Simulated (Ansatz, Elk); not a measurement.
## Bonding as seen by X-rays: Ni3Ir

The structure of Ni3Ir used here is made up (a known structure type with other elements) and was relaxed beforehand with PBEsol. The aim is the Fourier transform of its all-electron density, F(hkl), set beside the sum over free spherical atoms that refinements use.

Calculated with Elk 11.2.3 (patched build); DFT, PBE, all-electron APW+lo, Dirac cores, scalar-relativistic bands, static density, no spin.

The structure was built from a prototype and need not be the compound's stable phase.

**1. The starting structure**

It takes space group Pm-3m (No. 221, cubic). Conventional cell: a = 3.566 Å, b = 3.566 Å, c = 3.566 Å, α = 90.00°, β = 90.00°, γ = 90.00°. Nearest to Ir lie 12 Ni at 2.52 Å. Nearest to Ni lie 4 Ir at 2.52 Å and 8 Ni at 2.52 Å. Farther neighbours are not listed.

**2. Ground state and structure factors**

An all-electron density is needed, since X-rays see the cores too. Task 0 finds the density and task 195 Fourier-transforms it; tshift is off so that phases refer to the origin typed.

elk.in reads:

```
tasks
  0
  195

xctype
  20

spinpol
  .false.

rgkmax
  7.0

gmaxvr
  14.0

lmaxo
  7

lmaxapw
  8

swidth
  0.002

tshift
  .false.

ramdisk
  .false.

hmaxvr
  5.5

maxscl
  120

epspot
  1e-06

sppath
  './'

avec
  6.73919618407 0.00000000000 0.00000000000
  0.00000000000 6.73919618407 0.00000000000
  0.00000000000 0.00000000000 6.73919618407

atoms
  2
  'Ir.in'
  1
  -0.0000000000 0.0000000000 -0.0000000000   0.000000 0.000000 0.000000
  'Ni.in'
  3
  0.5000000000 0.5000000000 0.0000000000   0.000000 0.000000 0.000000
  0.0000000000 0.5000000000 0.5000000000   0.000000 0.000000 0.000000
  0.5000000000 0.0000000000 0.5000000000   0.000000 0.000000 0.000000

ngridk
  6 6 6
```

On the command line:

```
$ OMP_NUM_THREADS=4 elk
```

Numbers of over 12 decimals in the logs are rounded to 6 here.

The program printed:

```text
┌─────────────────────────┐
│ Elk code version 11.2.3 │
└─────────────────────────┘

All units are atomic (Hartree, Bohr, etc.)

┌─────────────────────────────────────────────────┐
│ Ground-state run starting from atomic densities │
└─────────────────────────────────────────────────┘

Lattice vectors :
   6.739196184       0.000000000       0.000000000
   0.000000000       6.739196184       0.000000000
   0.000000000       0.000000000       6.739196184

Reciprocal lattice vectors :
  0.9323345300       0.000000000       0.000000000
   0.000000000      0.9323345300       0.000000000
   0.000000000       0.000000000      0.9323345300

Unit cell volume      :    306.0724908
Brillouin zone volume :   0.8104296234

Muffin-tin inner radius fraction :   0.1000000000E-01

Nuclei treated as point charges

Species : 1 (Ir)
 parameters loaded from : Ir.in
 name : iridium
 nuclear charge    :   -77.00000000
 electronic charge :    77.00000000
 atomic mass :    350390.1562
 muffin-tin radius :    2.539024558
 number of radial points in muffin-tin :   1393
 inner part over the whole radius :   0.9891984102E-02
 number on inner part of muffin-tin    :    997
 approximate nuclear radius :   0.1024342351E-03
 number of mesh points to nuclear radius :    525
 atomic positions (lattice), magnetic fields (Cartesian) :
  1 :   0.00000000  0.00000000  0.00000000    0.00000000  0.00000000  0.00000000

Species : 2 (Ni)
 parameters loaded from : Ni.in
 name : nickel
 nuclear charge    :   -28.00000000
 electronic charge :    28.00000000
 atomic mass :    106991.5231
 muffin-tin radius :    2.176306764
 number of radial points in muffin-tin :    993
 inner part over the whole radius :   0.9918644715E-02
 number on inner part of muffin-tin    :    699
 approximate nuclear radius :   0.7325707712E-04
 number of mesh points to nuclear radius :    337
 atomic positions (lattice), magnetic fields (Cartesian) :
  1 :   0.50000000  0.50000000  0.00000000    0.00000000  0.00000000  0.00000000
  2 :   0.00000000  0.50000000  0.50000000    0.00000000  0.00000000  0.00000000
  3 :   0.50000000  0.00000000  0.50000000    0.00000000  0.00000000  0.00000000

Total number of atoms per unit cell :    4
Total muffin-tin volume :    198.0928718
 ratio of muffin-tin to unit cell volume :   0.6472090036

Spin treatment :
 spin-unpolarised

Number of Bravais lattice symmetries :   48
Number of crystal symmetries         :   48
Crystal has inversion symmetry
Real symmetric eigensolver will be used

k-point grid :      6     6     6
k-point offset :    0.000000000       0.000000000       0.000000000
k-point set is reduced with full crystal symmetry group
Total number of k-points :       20

Muffin-tin radius times maximum |G+k| :    7.000000000
 using average radius
Maximum |G+k| for APW functions       :    3.087799988
Maximum (1/2)|G+k|²                   :    4.767254384
Maximum |G| for potential and density :    14.00000000
Constant for pseudocharge density :    9
 order of it for each species :   16  16
 order of it for pair densities of each species (exact exchange by exxq0 0: 17) :   12   9
Radial integration step length :    1

G-vector grid sizes :     32    32    32
Number of G-vectors :    14147

Maximum angular momentum used for
 APW functions            :    8
 outer part of muffin-tin :    7
 inner part of muffin-tin :    2

Total nuclear charge    :   -161.0000000
Total core charge       :    84.00000000
Total valence charge    :    77.00000000
Total excess charge     :    0.000000000
Total electronic charge :    161.0000000

Effective Wigner radius, rₛ :   0.7684871397

Number of empty states         :     16
Total number of valence states :     55
Total number of core states    :     84

Third-order local-orbitals added for an l without core states : T
Total number of local-orbitals :    104

Exchange-correlation functional :     20     0     0
 Perdew-Burke-Ernzerhof, Phys. Rev. Lett. 77, 3865 (1996)
 gradient requirement :    1
[...]
correlation                 :     -8.778765
 electron entropic           :    -0.24245306346813E-02
 total energy                :     -22421.747661456

Density of states at Fermi energy :    185.9725449
 (states/Hartree/unit cell)

Estimated indirect band gap :   0.1490266254E-02
 from k-point 18 to k-point 5
Estimated direct band gap   :   0.4129810969E-02
 at k-point 18

Charges :
 core                        :    84.00000000
 valence                     :    77.00000000
 interstitial                :    4.759646986
 muffin-tins (core leakage)
  species : 1 (Ir)
   atom 1                    :    74.86335913     (  0.1021426970E-02)
  species : 2 (Ni)
   atom 1                    :    27.12566463     (  0.9157074207E-03)
[...]
total in muffin-tins        :    156.2403530
 total calculated charge     :    160.9943382
 total charge                :    161.0000000
 error                       :   0.5661782195E-02

RMS change in Kohn-Sham potential (target) :   0.3391170119     (  0.1000000000E-05)
Absolute change in total energy (target)   :   0.6108139839     (  0.1000000000E-03)

[... loops 3 to 15 left out ...]

┌──────────────────┐
│ Loop number : 16 │
└──────────────────┘

Energies :
 Fermi                       :     0.381247
 sum of occupied eigenvalues :     -13573.796190149
 electron kinetic            :      24989.985512474
 core electron kinetic       :      23748.024821170
 Coulomb                     :     -46870.503824519
 Coulomb potential           :     -37858.832640869
 nuclear-nuclear             :     -2505.5911208327
 electron-nuclear            :     -50946.562345586
 Hartree                     :      6581.6496418999
 Madelung                    :     -27941.087504084
 xc potential                :     -704.94906175414
 exchange                    :     -531.29594352653
 correlation                 :     -8.776843
 electron entropic           :    -0.19799555606257E-02
 total energy                :     -22420.593078362

Density of states at Fermi energy :    148.5969357
 (states/Hartree/unit cell)

Estimated indirect band gap :   0.2744437832E-03
 from k-point 19 to k-point 2
Estimated direct band gap   :   0.2208954061E-02
 at k-point 5

Charges :
 core                        :    84.00000000
 valence                     :    77.00000000
 interstitial                :    4.622319083
 muffin-tins (core leakage)
  species : 1 (Ir)
[...]
species : 2 (Ni)
[...]
total in muffin-tins        :    156.3776809
 total calculated charge     :    160.9943953
 total charge                :    161.0000000
 error                       :   0.5604678654E-02

RMS change in Kohn-Sham potential (target) :   0.4956052491E-06 (  0.1000000000E-05)
Absolute change in total energy (target)   :   0.8646163406E-04 (  0.1000000000E-03)

Convergence targets achieved

┌──────────────────┐
│ Loop number : 17 │
└──────────────────┘

Energies :
 Fermi                       :     0.381247
 sum of occupied eigenvalues :     -13573.796182912
 electron kinetic            :      24989.985535649
 core electron kinetic       :      23748.024836451
 Coulomb                     :     -46870.503849049
 Coulomb potential           :     -37858.832653363
 nuclear-nuclear             :     -2505.5911208327
 electron-nuclear            :     -50946.562381844
 Hartree                     :      6581.6496536275
 Madelung                    :     -27941.087522368
 xc potential                :     -704.94906519799
 exchange                    :     -531.29594397796
 correlation                 :     -8.776843
 electron entropic           :    -0.19799570462475E-02
 total energy                :     -22420.593080176

Density of states at Fermi energy :    148.5970599
 (states/Hartree/unit cell)

Estimated indirect band gap :   0.2744632376E-03
 from k-point 19 to k-point 2
Estimated direct band gap   :   0.2208948363E-02
 at k-point 5

Charges :
 core                        :    84.00000000
 valence                     :    77.00000000
 interstitial                :    4.622319085
 muffin-tins (core leakage)
  species : 1 (Ir)
[...]
species : 2 (Ni)
   atom 1                    :    26.86507032     (  0.9104753468E-03)
   atom 2                    :    26.86507032     (  0.9104753468E-03)
   atom 3                    :    26.86507032     (  0.9104753468E-03)
 total in muffin-tins        :    156.3776809
 total calculated charge     :    160.9943953
 total charge                :    161.0000000
 error                       :   0.5604679231E-02

┌──────────────────────────────┐
│ Self-consistent loop stopped │
└──────────────────────────────┘

Warning : core states of species 1 leak from the muffin-tin :   0.9407639839E-03

Warning : core states of species 2 leak from the muffin-tin :   0.9104753468E-03

Wrote STATE.OUT
```

Elapsed: 22 s, on 4 threads of Arm Neoverse V1, shared host; peak memory 0.18 GiB.

SFACRHO.OUT:

```text

h k l indices transformed by vhmat matrix:
   1.000000000       0.000000000       0.000000000    
   0.000000000       1.000000000       0.000000000    
   0.000000000       0.000000000       1.000000000    

      h      k      l  multipl.   |H|            Re(F)            Im(F)           |F|

      0      0      0      1   0.0000000       161.00000      0.33482242E-18   161.00000    
     -1      0      0      6  0.93233453       45.420743     -0.56314610E-14   45.420743    
      0     -1      1     12   1.3185201       42.982388      0.38034219E-14   42.982388    
     -1     -1      1      8   1.6148508       123.39593      0.12155912E-13   123.39593    
     -2      0      0      6   1.8646691       116.71319      0.94744795E-14   116.71319    
      1      0      2     24   2.0847634       38.602432      0.44759941E-14   38.602432    
      1      1      2     24   2.2837439       37.559123      0.85192389E-14   37.559123    
      0     -2      2     12   2.6370403       98.335584      0.55040829E-14   98.335584    
     -1     -2      2     24   2.7970036       35.076502     -0.51135939E-14   35.076502    
      0     -3      0      6   2.7970036       35.050333      0.42371093E-13   35.050333    
     -3      0      1     24   2.9483007       34.429546      0.15452906E-16   34.429546    
     -3     -1     -1     24   3.0922038       88.973868     -0.32225526E-13   88.973868    
      2     -2      2      8   3.2297016       86.296632      0.27765418E-14   86.296632    
      2      3      0     24   3.3615800       32.569571     -0.36185609E-13   32.569571    
     -1      2      3     48   3.4884764       32.077256     -0.49351562E-14   32.077256    
      0      4      0      6   3.7293381       77.822146     -0.11540498E-13   77.822146    
     -2      2      3     24   3.8441137       30.595241     -0.30776258E-13   30.595241    
      4      0      1     24   3.8441137       30.674876      0.27728760E-14   30.674876
```

Elk indexes on the primitive cell of elk.in and gives |H| = 4π sin θ/λ in inverse bohr. Below, one row stands for each form hkl of the conventional cell (m members, Friedel mates merged), F is for one primitive cell and the density is static (no thermal factor). Free-atom factors are Waasmaier and Kirfel's, and R is Σm||F|−|F'||/Σm|F|.

| hkl | m | sin θ/λ (Å⁻¹) | abs F, DFT | neutral atoms | diff. |
| --- | --- | --- | --- | --- | --- |
| 100 | 6 | 0.140 | 45.421 | 45.540 | -0.119 |
| 110 | 12 | 0.198 | 42.982 | 43.113 | -0.131 |
| 111 | 8 | 0.243 | 123.396 | 123.854 | -0.458 |
| 200 | 6 | 0.280 | 116.713 | 117.231 | -0.518 |
| 210 | 24 | 0.314 | 38.602 | 38.584 | +0.018 |
| 211 | 24 | 0.343 | 37.559 | 37.545 | +0.014 |
| 220 | 12 | 0.397 | 98.336 | 98.493 | -0.157 |
| 221 | 24 | 0.421 | 35.077 | 35.072 | +0.005 |
| 300 | 6 | 0.421 | 35.050 | 35.072 | -0.022 |
| 310 | 24 | 0.443 | 34.429 | 34.389 | +0.041 |
| 311 | 24 | 0.465 | 88.974 | 88.998 | -0.024 |
| 222 | 8 | 0.486 | 86.297 | 86.368 | -0.071 |
| 320 | 24 | 0.505 | 32.570 | 32.605 | -0.035 |
| 321 | 48 | 0.525 | 32.077 | 32.078 | -0.001 |
| 400 | 6 | 0.561 | 77.822 | 77.717 | +0.105 |
| 322 | 24 | 0.578 | 30.595 | 30.646 | -0.050 |
| 410 | 24 | 0.578 | 30.675 | 30.646 | +0.029 |
| 411 | 24 | 0.595 | 30.105 | 30.207 | -0.102 |
| 330 | 12 | 0.595 | 30.099 | 30.207 | -0.108 |
| 331 | 24 | 0.611 | 72.610 | 72.673 | -0.063 |
| 420 | 24 | 0.627 | 71.214 | 71.197 | +0.017 |
| 421 | 48 | 0.642 | 28.904 | 28.980 | -0.075 |

**3. The highest occupied states alone**

An energy window below the Fermi level keeps the highest occupied states, to see at which angles they scatter; shallow core shells can lie inside it and anion s states outside. No new self-consistency is needed.

Edit elk.in of step 2 so:

```diff
@@ -1,3 +1,2 @@
 tasks
-  0
   195
@@ -40,2 +39,5 @@
 
+wsfac
+  0.013750 0.681250
+
 sppath
```

On the command line:

```
$ OMP_NUM_THREADS=4 elk
```

The program printed:

```text
┌─────────────────────────────────┐
│ Elk code version 11.2.3 started │
└─────────────────────────────────┘

Info(readinput): the functional depends on the density's gradient
 muffin-tin radial points multiplied by    2.00000
 (not where nrmtscf is given)

┌────────────────────┐
│ Current task : 195 │
└────────────────────┘
Info(checkmt): changed muffin-tin radius of species 1 (Ir) from   2.8000 to   2.5390
Info(checkmt): changed muffin-tin radius of species 2 (Ni) from   2.4000 to   2.1763

Info(sfacrho): density structure factors written to SFACRHO.OUT

 Energy window :   0.1375000000E-01  0.6812500000

┌──────────────────┐
│ Elk code stopped │
└──────────────────┘
```

Wall time 6 s (4 threads); peak memory 0.16 GiB; 8.9 s of CPU time.

States within 10 eV below the Fermi level hold 39.00 electrons; any levels below the window count with the cores. Their amplitudes can exceed the total, where window and core parts have opposite phase:

| hkl | sin θ/λ (Å⁻¹) | abs F, window | abs F, all |
| --- | --- | --- | --- |
| 100 | 0.140 | 2.539 | 45.421 |
| 110 | 0.198 | 3.167 | 42.982 |
| 111 | 0.243 | 16.063 | 123.396 |
| 200 | 0.280 | 13.370 | 116.713 |
| 210 | 0.314 | 3.155 | 38.602 |
| 211 | 0.343 | 2.997 | 37.559 |
| 220 | 0.397 | 7.793 | 98.336 |
| 221 | 0.421 | 2.423 | 35.077 |
| 300 | 0.421 | 2.449 | 35.050 |
| 310 | 0.443 | 2.195 | 34.429 |

(Continued in part 2 of 2.)

[Logs are printed without paths, hosts, clocks, repeated set-up lines and the standing remarks that a program may print on its own settings, such as how far it seeks lower states.]

[Hosts, paths, dates, database ids (printed as entryN), source tags and the programs' standing remarks are cut or masked in the printed files.]
